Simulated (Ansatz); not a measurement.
**How SnSe2 absorbs and reflects light**

Wanted: where SnSe2 starts to absorb, how strongly, and its refractive index.

Method: DFT, PBE, plane-wave PAW, default files, scalar-relativistic, independent-particle optical response without local fields, in Ansatz 0.2.0.

## (1) The starting structure

The structure is trigonal, space group P-3m1 (No. 164). The conventional cell has a = 3.811 Å, b = 3.811 Å, c = 6.136 Å, α = 90.00°, β = 90.00°, γ = 120.00°. Nearest to Sn lie 6 Se at 2.68 Å. Se has 3 Sn at 2.68 Å nearest. Farther neighbours and most contacts between anions are not listed.

## (2) Ground state and bands

First the ground state: is it a metal or has it a gap?

This step: DFT, PBE, plane-wave PAW, default files, scalar-relativistic, ground state (Ansatz 0.2.0).

The input, input.yaml:

```yaml
crystal:
  lattice:
    - [3.811, 0.0, 0.0]
    - [-1.9055, 3.3004228138, 0.0]
    - [0.0, 0.0, 6.136]
  atoms:
    - { symbol: Sn, position: [0.0, 0.0, 0.0] }
    - { symbol: Se, position: [0.6666666667, 0.3333333333, 0.751] }
    - { symbol: Se, position: [0.3333333333, 0.6666666667, 0.249] }
kpoints:
  mp_grid: { grid: [7, 7, 4] }
  band_path:
    path:
      - [[0.0, 0.0, 0.0], [0.5, 0.0, 0.0], [0.33333333, 0.33333333, 0.0], [0.0, 0.0, 0.0], [0.0, 0.0, 0.5], [0.5, 0.0, 0.5], [0.33333333, 0.33333333, 0.5], [0.0, 0.0, 0.5]]
      - [[0.5, 0.0, 0.5], [0.5, 0.0, 0.0]]
      - [[0.33333333, 0.33333333, 0.0], [0.33333333, 0.33333333, 0.5]]
    npoints: 6
scf:
  occupations: { method: fermi_dirac, width: 0.05 }
  n_extra_bands: 7
hamiltonian:
  xc: pbe
  pseudopotentials: { kind: paw }
output:
  forces: true
  stress: true
  populations: true
  write_bands: true
  write_density: true
  write_potential: true
  elf: true
  volumetric_format: npy
```

Launch:

```
> ansatz run input.yaml --threads 4 --pin off --max-ram 8192MiB --backend cpu --events-out ev --progress --plain --runs-dir out
```

Numbers of over 12 decimals in the logs are rounded to 6 here.

Log:

```text
scf.n_extra_bands = 7 over 23 filled bands (N_el = 46.0): the run solves 30 bands
Engine: ansatz 0.2.0, x86_64-unknown-linux-gnu
Pseudopotentials: kind: paw
Pseudopotential: Sn, paw, valence charge 14, recommended cutoff 420 eV (normal), Sn.paw.azcp
Pseudopotential: Se, paw, valence charge 16, recommended cutoff 420 eV (normal), Se.paw.azcp
Functional definition: PBE
  parameter kappa = 0.804
  parameter beta = 0.066725
  exchange = pbe_x(kappa = kappa, mu = beta*pi^2/3)
  correlation = pbe_c(beta = beta)
Crystal: 3 atoms, lattice volume = 77.178 Å³
Basis set: ecut = 420 eV, 1485 PW (Γ), exchange–correlation on 54×54×90 points (8 copies of the dense FFT grid, shifted against one another)
Bands: 30, of which v1, the nominal top of the filled ones, is band 23 counted from 1 (22 counted from 0)
Symmetry: 12 space group operations
Space group: P-3m1 (ITA 164), of the structure as read, at distance tolerance 4.3e-5 Å
k-points: 28 of 196
Non-local potential: Sn, projectors of the file, l = 0: 2, l = 1: 2, l = 2: 2, l = 3: 2
Non-local potential: Se, projectors of the file, l = 0: 2, l = 1: 2, l = 2: 3, l = 3: 1
PAW form: soft (Blöchl's): semilocal exchange-correlation on the pseudo side does not see the compensation charge
PAW one-centre angular grid: Sn, 590 points (default); XC on 64 Gauss nodes
PAW one-centre angular grid: Se, 590 points (default); XC on 64 Gauss nodes
Initial density: superposition of atomic densities (neutral atoms: chi_scale 0, normalization atom), corrected by the library's trained network
Initial wavefunctions: pseudopotential atomic-orbital guess
Functional: x = pbe(κ = 0.804, μ = 0.219515), c = pbe(β = 0.066725)
SCF iter   1: F=—  HF=-16963.271518 eV  |F-HF|=—  |Δ(HF+E_count)|=         —  Δρ=1.56e-3  dr2=2.85e-3  ethr=1.77e-3  ⟨swp⟩=6.2  Hψ=3732  notcnv=0  defer=4
preconditioner: auto → Resta (q_TF=auto, 2.503 Å⁻¹)  ε∞=2.5  [insulator: Δε(μ)=0.833 eV  Ē_g=17.449 eV  σ=0.050 eV  W_gap=1.00  n_scr=22 (ndim 8)  ℏωp=21.6 eV  f_vac=0.080  D(μ)=0.00/eV (n_scr^D=0)  ε∞_Penn≈2.5]
SCF iter   2: F=—  HF=-16963.270253 eV  |F-HF|=—  |Δ(HF+E_count)|=   1.26e-3  Δρ=7.06e-4  dr2=2.35e-4  ethr=6.19e-6  ⟨swp⟩=2.8  Hψ=1707  notcnv=0  defer=39
SCF iter   3: F=—  HF=-16963.270337 eV  |F-HF|=—  |Δ(HF+E_count)|=   8.38e-5  Δρ=3.63e-4  dr2=5.33e-5  ethr=5.12e-7  ⟨swp⟩=2.0  Hψ=1424  notcnv=0  defer=39
SCF iter   4: F=—  HF=-16963.270381 eV  |F-HF|=—  |Δ(HF+E_count)|=   4.38e-5  Δρ=8.76e-5  dr2=3.84e-6  ethr=1.16e-7  ⟨swp⟩=2.0  Hψ=1007  notcnv=0  defer=39
SCF iter   5: F=—  HF=-16963.270385 eV  |F-HF|=—  |Δ(HF+E_count)|=   4.10e-6  Δρ=1.71e-5  dr2=2.33e-7  ethr=8.34e-9  ⟨swp⟩=3.0  Hψ=1307  notcnv=0  defer=39
SCF iter   6: F=-16963.270385 eV  HF=-16963.270385 eV  |F-HF|=2.36e-8  |Δ(HF+E_count)|=   2.92e-7  Δρ=5.35e-6  dr2=2.66e-8  ethr=2.17e-10  ⟨swp⟩=12.5  Hψ=6680  notcnv=0
SCF 1 converged in 6 iterations: F = -16963.270385 eV  dr2 = 2.66e-8
  greatest PAW one-centre occupation: 1.000 electrons in one spin orbital (limit 2), on the Se atom at site 2 (counted from 0), in its partial waves of l = 2
NSCF: frozen V_eff on 57 k-points
SCF converged after 6 iterations
Free energy (F): -16963.270385 eV
Harris-Foulkes:  -16963.270385 eV  (|F-HF|=2.36e-8)
Internal energy: -16963.270361 eV  (E = F + TS)
E sigma→0 (E₀):  -16963.270373 eV
Entropy (-TS):   -0.000024 eV (-0.008 meV/atom)
Fermi energy:    8.525652 eV
--- Per-component energies (eV) ---
  E_band       = -857.711874
  E_kinetic    = 426.748278
  E_local      = -6101.138425  (includes V_loc(G=0)·N_el)
  E_nonlocal   = -1222.494130
  E_hartree    = 3128.185287
  E_xc         = -590.531946
  E_vxc        = -292.290585  (∫ρ·V_xc dr)
  E_paw        = -7963.843581  (= ΣΔE_a)
  E_vpaw       = 75.096514  (= ΣTr[D̂ρ^β])
  E_aug_tail   = -0.001222  (compensation charges beyond the density's cutoff)
  E_ewald      = -4640.194622
  E_smearing   = -0.000024  (= −TS)
  E_closure    = -0.000000  (closes the sum)
  Σ components = -16963.270385   (vs F -16963.270385, Δ=0.00e0)
--- Forces (eV/Å), atoms counted from 1 ---
  atom   1  Sn    -0.00000000     0.00000000     0.00000000
  atom   2  Se    -0.00000000    -0.00000000    -0.78568795
  atom   3  Se     0.00000000     0.00000000     0.78568795
  max |Σ_I F_I| component: 5.30e-31 eV/Å
--- Stress (GPa, compression-positive) ---
        5.056487      -0.000000      -0.000000
       -0.000000       5.056487       0.000000
       -0.000000       0.000000       6.524640
  P = ⅓ Tr σ = 5.5459 GPa (55.459 kbar)
--- Band table (eV; the first three rows and the last of 28) ---
  k-point 0: bands = [... 19 lower, 7.4156, 7.7213, 7.7213, 8.1061, 9.2097, 11.0659, 12.7591, 12.7591, ... 3 higher]
  k-point 1: bands = [... 19 lower, 7.3627, 7.3627, 7.8049, 7.8049, 10.0605, 11.0714, 12.6201, 12.6201, ... 3 higher]
  k-point 2: bands = [... 19 lower, 7.3250, 7.3250, 7.8743, 7.8743, 10.5656, 11.0372, 12.4888, 12.4888, ... 3 higher]
  k-point 27: bands = [... 19 lower, 4.0827, 4.7682, 7.5822, 7.7661, 10.5557, 12.6995, 13.2128, 14.3519, ... 3 higher]
--- Löwdin populations: 3 sites ---
  site symbol       q [e]
     0     Sn     13.3432
     1     Se     16.2630
     2     Se     16.2630
  spilling = 0.002842 (of n_electrons = 46.000000)
```

Run time: 1.2 s. Hardware: 4 threads of Intel Xeon Platinum 8488C (Sapphire Rapids), shared host; peak memory 0.48 GiB; 4 s of CPU time.

This step gave:

* free energy: -16963.2704 eV
* Fermi energy: 8.526 eV
* gap by band count: 0.8143 eV
* electrons: 46
* symmetry operations: 12
* pressure: 5.546 GPa
* volume: 77.18 Å³
* gap on the path: 0.7342 eV
* least direct gap on the path: 1.104 eV

There is a gap, 0.73 eV on the path, so no carriers' term is needed. The cell is left with a pressure of 5.5 GPa and forces up to 0.79 eV/Å, as it stands unrelaxed at this level.

The electronic bands at the labelled points (eV, zero at the Fermi level; v1 is the highest filled band, c1 the lowest empty one):

| point | v4 | v3 | v2 | v1 | c1 | c2 | c3 | c4 |
| --- | --- | --- | --- | --- | --- | --- | --- | --- |
| Γ | -1.11 | -0.80 | -0.80 | -0.42 | 0.68 | 2.54 | 4.23 | 4.23 |
| halfway | -2.75 | -2.40 | -0.63 | -0.55 | 1.59 | 3.55 | 5.01 | 5.32 |
| M | -3.32 | -3.09 | -1.61 | -0.72 | 0.74 | 3.39 | 5.04 | 5.08 |
| halfway | -3.72 | -3.28 | -1.68 | -1.63 | 1.15 | 4.89 | 4.92 | 6.07 |
| K | -4.12 | -3.76 | -1.94 | -1.94 | 1.02 | 6.25 | 6.25 | 6.82 |
| halfway | -3.83 | -1.83 | -1.67 | -0.56 | 1.80 | 4.56 | 4.77 | 5.33 |
| Γ | -1.11 | -0.80 | -0.80 | -0.42 | 0.68 | 2.54 | 4.23 | 4.23 |
| halfway | -1.16 | -1.16 | -0.72 | -0.72 | 1.53 | 2.55 | 4.09 | 4.09 |
| A | -1.20 | -1.20 | -0.65 | -0.65 | 2.04 | 2.51 | 3.96 | 3.96 |
| halfway | -2.25 | -2.16 | -1.83 | -0.83 | 1.30 | 4.10 | 5.29 | 5.40 |
| L | -2.92 | -2.40 | -1.25 | -1.11 | 0.46 | 3.86 | 4.44 | 5.43 |
| halfway | -3.99 | -3.17 | -1.02 | -0.83 | 1.37 | 4.29 | 4.92 | 5.25 |
| H | -4.62 | -4.13 | -0.78 | -0.78 | 2.14 | 4.34 | 4.34 | 5.84 |
| halfway | -3.19 | -2.30 | -1.33 | -1.23 | 1.83 | 4.16 | 5.44 | 5.56 |
| A | -1.20 | -1.20 | -0.65 | -0.65 | 2.04 | 2.51 | 3.96 | 3.96 |
| jump to L | -2.92 | -2.40 | -1.25 | -1.11 | 0.46 | 3.86 | 4.44 | 5.43 |
| halfway | -3.01 | -2.94 | -1.22 | -0.91 | 0.40 | 3.60 | 5.25 | 5.49 |
| M | -3.32 | -3.09 | -1.61 | -0.72 | 0.74 | 3.39 | 5.04 | 5.08 |
| jump to K | -4.12 | -3.76 | -1.94 | -1.94 | 1.02 | 6.25 | 6.25 | 6.82 |
| halfway | -4.41 | -3.95 | -1.36 | -1.36 | 1.54 | 5.20 | 5.20 | 6.35 |
| H | -4.62 | -4.13 | -0.78 | -0.78 | 2.14 | 4.34 | 4.34 | 5.84 |

Valence density in the ac plane at fractional y = 0.000, with atoms of Sn within 0.2 Å of it. It is the smooth field of the valence electrons, not physical close to the nuclei.

Values in e/Å³, 22 rows by 14 columns, each cell a mean:
```
12  8  3  1  0  0  0  0  0  0  0  1  4  9
 5  4  1  1  0  0  0  0  0  0  0  1  2  4
 1  1  1  0  0  0  0  0  0  0  0  0  1  1
 0  0  0  0  0  0  0  0  0  0  0  0  0  0
 0  0  0  0  0  0  0  0  0  0  0  0  0  0
 0  0  0  0  0  0  0  0  0  0  0  0  0  0
 0  0  0  0  0  0  0  0  0  0  0  0  0  0
 0  0  0  0  0  0  0  0  0  0  0  0  0  0
 0  0  0  0  0  0  0  0  0  0  0  0  0  0
 0  0  0  0  0  0  0  0  0  0  0  0  0  0
 0  0  0  0  0  0  0  0  0  0  0  0  0  0
 0  0  0  0  0  0  0  0  0  0  0  0  0  0
 0  0  0  0  0  0  0  0  0  0  0  0  0  0
 0  0  0  0  0  0  0  0  0  0  0  0  0  0
 0  0  0  0  0  0  0  0  0  0  0  0  0  0
 0  0  0  0  0  0  0  0  0  0  0  0  0  0
 0  0  0  0  0  0  0  0  0  0  0  0  0  0
 0  0  0  0  0  0  0  0  0  0  0  0  0  0
 1  1  0  0  0  0  0  0  0  0  0  0  1  1
 3  2  1  0  0  0  0  0  0  0  0  1  1  3
10  7  3  1  0  0  0  0  0  0  0  1  4  8
15 10  4  1  0  0  0  0  0  0  0  1  5 12
```
Atoms in or near the plane, at fractional coordinates: Sn at (0.00, 0.00).

ELF in the ac plane at fractional y = 0.000, with atoms of Sn within 0.2 Å of it. It is the smooth field of the valence electrons, not physical close to the nuclei.

Ten even steps from '_' (0.00) to '@' (0.71), each cell a mean:
```
____::------::::::------..__
....----==============--::..
------==++########**++------
------++##%%%%%%%%%%**==----
::----++##@@@@@@@@%%##++--::
....::++##@@@@@@@@%%##==::..
____..==##@@@@@@@@%%**--..__
____..--++%%@@@@@@##++::____
______..--++******==--..____
________..::::::::....______
____________________________
__________..........________
______..::==++++++==::..____
____..::++##%%@@%%##==::____
____..--**@@@@@@@@%%**--..__
....::==##@@@@@@@@%%**==::..
::::--++##@@@@@@@@%%##==--::
------++##%%@@@@@@%%**==----
------==**##########++==----
..::----==++++++++++==----::
____::--------::--------..__
____..------::..::------..__
```
Atoms in or near the plane, at fractional coordinates: Sn at (0.00, 0.00).

## (3) Spectrum

The spectrum is a sum over vertical transitions between filled and empty bands at the fixed density, so many empty bands are needed.

This step: DFT, PBE, plane-wave PAW, default files, scalar-relativistic, independent-particle optical response without local fields (Ansatz 0.2.0).

input.yaml, the sections that differ from step 2:

```yaml
kpoints:
  mp_grid: { grid: [7, 7, 4] }
scf:
  occupations: { method: fixed }
output:
  optics:
    e_range: [0, 22]
    de: 0.05
    sigma: 0.2
    nscf_kmesh: { grid: [12, 12, 5] }
    bands: { spectra_wanted_up_to: 22 }
# crystal, hamiltonian: as in step 2
```

Log:

```text
[...]
Crystal: 3 atoms, lattice volume = 77.178 Å³
Basis set: ecut = 420 eV, 1485 PW (Γ)
Bands: 28, of which v1, the nominal top of the filled ones, is band 23 counted from 1 (22 counted from 0)
Symmetry: 12 space group operations
[...]
k-points: 28 of 196
[...]
SCF iter   1: F=—  HF=-16963.271566 eV  |F-HF|=—  |Δ(HF+E_count)|=         —  Δρ=1.54e-3  dr2=2.70e-3  ethr=1.77e-3  ⟨swp⟩=5.0  Hψ=2861  notcnv=0  defer=82
[...]
SCF iter   9: F=-16963.270390 eV  HF=-16963.270390 eV  |F-HF|=3.64e-12  |Δ(HF+E_count)|=  9.09e-11  Δρ=3.96e-8  dr2=1.03e-12  ethr=1.00e-12  ⟨swp⟩=8.5  Hψ=3409  notcnv=0
SCF 1 converged in 9 iterations: F = -16963.270390 eV  dr2 = 1.03e-12
[...]
NSCF: frozen V_eff on 81 k-points
[...]
output.optics: what the bands over the 67 summed would add to eps1, eps2 and the energy-loss function is held between a lower and an upper bound (6 Lanczos steps). eps1, eps2 and their loss function (loss_summed_bands) are given on every row as the summed bands alone make them. Along an axis, on a row where the two bounds hold the loss function to about 1 % of the greater of itself and 0.5 % of |1/eps|, its cell (loss_completed) is given, with the completed eps1 and eps2 that it is formed of (a cell that is left empty reads nan in the table and null in the record). The two bounds hold it so along every axis on all 441 rows up to 22.000 eV. [rest of the remark cut]
SCF converged after 9 iterations
Free energy (F): -16963.270390 eV
[...]
Internal energy: -16963.270390 eV  (E = F + TS)
E sigma→0 (E₀):  -16963.270390 eV
Fermi energy:    8.106149 eV
[...]
--- Band table (eV; the first three rows and the last of 28) ---
  k-point 0: bands = [... 19 lower, 7.4156, 7.7214, 7.7214, 8.1061, 9.2098, 11.0660, 12.7591, 12.7591, ... 1 higher]
  k-point 1: bands = [... 19 lower, 7.3628, 7.3628, 7.8049, 7.8049, 10.0606, 11.0715, 12.6202, 12.6202, ... 1 higher]
  k-point 2: bands = [... 19 lower, 7.3251, 7.3251, 7.8743, 7.8743, 10.5656, 11.0373, 12.4888, 12.4888, ... 1 higher]
  k-point 27: bands = [... 19 lower, 4.0827, 4.7682, 7.5822, 7.7661, 10.5558, 12.6996, 13.2128, 14.3520, ... 1 higher]
```

Run time: 34 s. Hardware: 4 threads; peak memory 1.3 GiB; 2.2 min of CPU time.

Read-outs, printed or worked out from the files:

```
electronic dielectric constant ε∞, mean over x, y and z (by symmetry where fewer were run)                                                          : 11.52
absorption onset, first axis (α over 10⁴ cm⁻¹, or the direct gap if that lies higher)                                                               : 1.237 eV
main peak of Im epsilon, first axis                                                                                                                 : 3.877 eV
centre of weight of the strongest loss peak in the window                                                                                           : 17.44 eV
photocurrent from vertical transitions in a film 500 nm thick on a perfect mirror (two passes), AM1.5G, no front reflection, all carriers collected : 39.62 mA/cm²
least direct gap on the mesh                                                                                                                        : 1.104 eV
bands summed                                                                                                                                        : 67
spectra valid up to                                                                                                                                 : 32.58 eV
program's estimate of the k-sum error in Im epsilon                                                                                                 : 0.12 %
electrons in the f-sum                                                                                                                              : 23.82
```

The Im ε by photon energy; read off at these points:

| photon energy (eV) | E ∥ x or y | E ∥ z |
| --- | --- | --- |
| 0.50 | 0 | 0 |
| 1.00 | 0.0277 | 0.163 |
| 1.50 | 2.31 | 5.97 |
| 1.90 | 4.70 | 10.0 |
| 2.00 | 5.25 | 9.82 |
| 2.50 | 6.99 | 6.63 |
| 3.00 | 6.71 | 3.94 |
| 3.50 | 16.5 | 3.33 |
| 3.90 | 18.0 | 4.71 |
| 4.00 | 17.6 | 5.17 |
| 4.50 | 15.3 | 9.31 |
| 5.00 | 16.5 | 16.5 |
| 5.10 | 15.6 | 17.1 |
| 5.50 | 10.7 | 15.3 |
| 6.00 | 8.57 | 13.6 |
| 6.50 | 5.55 | 8.34 |
| 7.00 | 4.09 | 4.72 |
| 7.50 | 2.66 | 3.32 |
| 8.00 | 3.49 | 4.09 |
| 8.50 | 5.21 | 5.69 |
| 9.00 | 3.47 | 4.61 |
| 9.50 | 2.73 | 3.56 |
| 10.00 | 2.09 | 2.71 |
| 10.50 | 1.75 | 1.73 |
| 11.00 | 1.55 | 1.46 |
| 11.50 | 1.28 | 1.37 |
| 12.00 | 1.04 | 1.25 |
| 12.50 | 0.978 | 0.970 |
| 13.00 | 0.929 | 0.767 |
| 13.50 | 0.904 | 0.716 |
| 14.00 | 0.814 | 0.607 |
| 14.50 | 0.611 | 0.510 |
| 15.00 | 0.469 | 0.412 |
| 15.50 | 0.413 | 0.370 |
| 16.00 | 0.386 | 0.398 |
| 16.50 | 0.307 | 0.344 |
| 17.00 | 0.295 | 0.319 |
| 17.50 | 0.295 | 0.308 |
| 18.00 | 0.265 | 0.279 |
| 18.50 | 0.246 | 0.242 |
| 19.00 | 0.209 | 0.215 |
| 19.50 | 0.183 | 0.190 |
| 20.00 | 0.187 | 0.181 |
| 20.50 | 0.177 | 0.177 |
| 21.00 | 0.166 | 0.163 |
| 21.50 | 0.132 | 0.136 |
| 22.00 | 0.139 | 0.138 |

The Re ε by photon energy:

| photon energy (eV) | E ∥ x or y | E ∥ z |
| --- | --- | --- |
| 0.0 | 11.7 | 11.1 |
| 0.5 | 12.0 | 11.5 |
| 1.0 | 13.1 | 13.3 |
| 1.5 | 15.1 | 16.7 |
| 2.0 | 14.9 | 9.38 |
| 2.5 | 13.2 | 5.28 |
| 3.0 | 16.4 | 6.97 |
| 3.5 | 13.2 | 8.44 |
| 4.0 | 6.17 | 10.9 |
| 4.5 | 3.10 | 12.3 |
| 5.0 | -1.24 | 8.99 |
| 5.5 | -3.68 | 2.53 |
| 6.0 | -5.62 | -4.70 |
| 6.5 | -3.81 | -4.78 |
| 7.0 | -3.78 | -4.33 |
| 7.5 | -2.02 | -2.03 |
| 8.0 | -0.327 | -0.0829 |
| 8.5 | -1.59 | -1.28 |
| 9.0 | -2.38 | -2.41 |
| 9.5 | -2.31 | -2.54 |
| 10.0 | -2.05 | -2.78 |
| 10.5 | -1.65 | -2.34 |
| 11.0 | -1.47 | -1.72 |
| 11.5 | -1.32 | -1.43 |
| 12.0 | -1.08 | -1.29 |
| 12.5 | -0.822 | -1.20 |
| 13.0 | -0.676 | -0.950 |
| 13.5 | -0.642 | -0.747 |
| 14.0 | -0.630 | -0.654 |
| 14.5 | -0.584 | -0.523 |
| 15.0 | -0.415 | -0.378 |
| 15.5 | -0.289 | -0.214 |
| 16.0 | -0.187 | -0.120 |
| 16.5 | -0.0864 | -0.0617 |
| 17.0 | 0.0185 | 0.0171 |
| 17.5 | 0.0810 | 0.0836 |
| 18.0 | 0.127 | 0.120 |
| 18.5 | 0.185 | 0.171 |
| 19.0 | 0.219 | 0.235 |
| 19.5 | 0.304 | 0.294 |
| 20.0 | 0.348 | 0.353 |
| 20.5 | 0.397 | 0.397 |
| 21.0 | 0.410 | 0.427 |
| 21.5 | 0.469 | 0.472 |
| 22.0 | 0.512 | 0.526 |

The refractive index n and extinction k by photon energy:

| photon energy (eV) | n, E ∥ x or y | k, E ∥ x or y | n, E ∥ z | k, E ∥ z |
| --- | --- | --- | --- | --- |
| 0 | 3.42 | 0 | 3.34 | 0 |
| 1 | 3.62 | 0.00382 | 3.65 | 0.0224 |
| 2 | 3.92 | 0.670 | 3.39 | 1.45 |
| 3 | 4.13 | 0.813 | 2.74 | 0.720 |
| 4 | 3.52 | 2.50 | 3.39 | 0.762 |
| 5 | 2.76 | 2.98 | 3.73 | 2.22 |
| 6 | 1.52 | 2.82 | 2.20 | 3.09 |
| 7 | 0.946 | 2.16 | 1.02 | 2.32 |
| 8 | 1.26 | 1.38 | 1.42 | 1.44 |
| 9 | 0.956 | 1.82 | 1.18 | 1.95 |
| 10 | 0.664 | 1.58 | 0.742 | 1.82 |
| 11 | 0.579 | 1.34 | 0.516 | 1.41 |
| 12 | 0.458 | 1.13 | 0.502 | 1.24 |
| 13 | 0.486 | 0.955 | 0.368 | 1.04 |
| 14 | 0.447 | 0.911 | 0.345 | 0.879 |
| 15 | 0.325 | 0.721 | 0.301 | 0.684 |
| 16 | 0.348 | 0.555 | 0.384 | 0.517 |
| 17 | 0.396 | 0.372 | 0.410 | 0.389 |
| 18 | 0.459 | 0.289 | 0.460 | 0.304 |
| 19 | 0.511 | 0.205 | 0.526 | 0.205 |
| 20 | 0.609 | 0.153 | 0.612 | 0.148 |
| 21 | 0.653 | 0.127 | 0.665 | 0.122 |
| 22 | 0.722 | 0.0965 | 0.731 | 0.0940 |

Loss function −Im 1/ε at q → 0 against energy loss; read off at these points:

| energy loss (eV) | E ∥ x or y | E ∥ z |
| --- | --- | --- |
| 0 | 0 | 0 |
| 1 | 1.6e-4 | 9.2e-4 |
| 2 | 0.0210 | 0.0532 |
| 3 | 0.0214 | 0.0615 |
| 4 | 0.0506 | 0.0353 |
| 5 | 0.0604 | 0.0467 |
| 6 | 0.0816 | 0.0655 |
| 7 | 0.132 | 0.115 |
| 8 | 0.284 | 0.244 |
| 9 | 0.196 | 0.170 |
| 10 | 0.244 | 0.180 |
| 11 | 0.340 | 0.286 |
| 12 | 0.465 | 0.387 |
| 13 | 0.704 | 0.514 |
| 14 | 0.768 | 0.763 |
| 15 | 1.20 | 1.32 |
| 16 | 2.10 | 2.30 |
| 17 | 3.38 | 3.12 |
| 18 | 3.07 | 3.03 |
| 19 | 2.28 | 2.12 |
| 20 | 1.20 | 1.15 |
| 21 | 0.848 | 0.779 |
| 22 | 0.495 | 0.465 |

Values under 1 per cm are given as 1. Table of absorption coefficient by photon energy:

| photon energy (eV) | E ∥ x or y (1/cm) | E ∥ z (1/cm) |
| --- | --- | --- |
| 0.00 | 1 | 1 |
| 1.00 | 387 | 2268 |
| 2.00 | 1.4e5 | 2.9e5 |
| 3.00 | 2.5e5 | 2.2e5 |
| 4.00 | 1.0e6 | 3.1e5 |
| 5.00 | 1.5e6 | 1.1e6 |
| 6.00 | 1.7e6 | 1.9e6 |
| 7.00 | 1.5e6 | 1.6e6 |
| 8.00 | 1.1e6 | 1.2e6 |
| 9.00 | 1.7e6 | 1.8e6 |
| 10.00 | 1.6e6 | 1.8e6 |
| 11.00 | 1.5e6 | 1.6e6 |
| 12.00 | 1.4e6 | 1.5e6 |
| 13.00 | 1.3e6 | 1.4e6 |
| 14.00 | 1.3e6 | 1.2e6 |
| 15.00 | 1.1e6 | 1.0e6 |
| 16.00 | 9.0e5 | 8.4e5 |
| 17.00 | 6.4e5 | 6.7e5 |
| 18.00 | 5.3e5 | 5.5e5 |
| 19.00 | 3.9e5 | 3.9e5 |
| 20.00 | 3.1e5 | 3.0e5 |
| 21.00 | 2.7e5 | 2.6e5 |
| 22.00 | 2.2e5 | 2.1e5 |

From ε follow the optical constants at some laser and lamp lines:

| wavelength (nm) | n xy | k xy | R (%) xy | 1/α xy | n z | k z | R (%) z | 1/α z |
| --- | --- | --- | --- | --- | --- | --- | --- | --- |
| 1550 | 3.53 | 0.000 | 31.2 | over 1 mm | 3.50 | 0.001 | 30.9 | 102 µm |
| 1064 | 3.74 | 0.040 | 33.4 | 2.1 µm | 3.83 | 0.104 | 34.4 | 814 nm |
| 633 | 3.92 | 0.641 | 36.3 | 79 nm | 3.46 | 1.434 | 36.9 | 35 nm |
| 532 | 3.84 | 0.883 | 36.5 | 48 nm | 2.87 | 1.428 | 32.5 | 30 nm |
| 450 | 3.74 | 0.815 | 35.3 | 44 nm | 2.56 | 0.871 | 23.7 | 41 nm |
| 365 | 4.32 | 1.836 | 45.4 | 16 nm | 2.87 | 0.603 | 25.2 | 48 nm |
| 193 | 1.20 | 2.344 | 53.6 | 6.6 nm | 1.61 | 2.722 | 54.7 | 5.6 nm |

Rows near the edge hang on the gap, which this functional as a rule makes too small, and phonon-assisted absorption is left out.

A polished face would reflect 35 % of daylight and look grey (CIE x = 0.323, y = 0.341 under D65).

The f-sum over the summed bands holds 23.8 of the cell's 46 electrons outside the frozen cores, 34 of which lie in bands more than 12 eV below the Fermi level, whose transitions come at higher energies. Up to 22 eV the strength has a mean oscillator energy of 5.1 eV, well above the main peak, so higher transitions carry much of it.

(Continued in part 2 of 2.)

[Logs are printed without paths, hosts, clocks, repeated set-up lines and the standing remarks that a program may print on its own settings, such as how far it seeks lower states.]

[Hosts, paths, dates, database ids (printed as entryN), source tags and the programs' standing remarks are cut or masked in the printed files.]
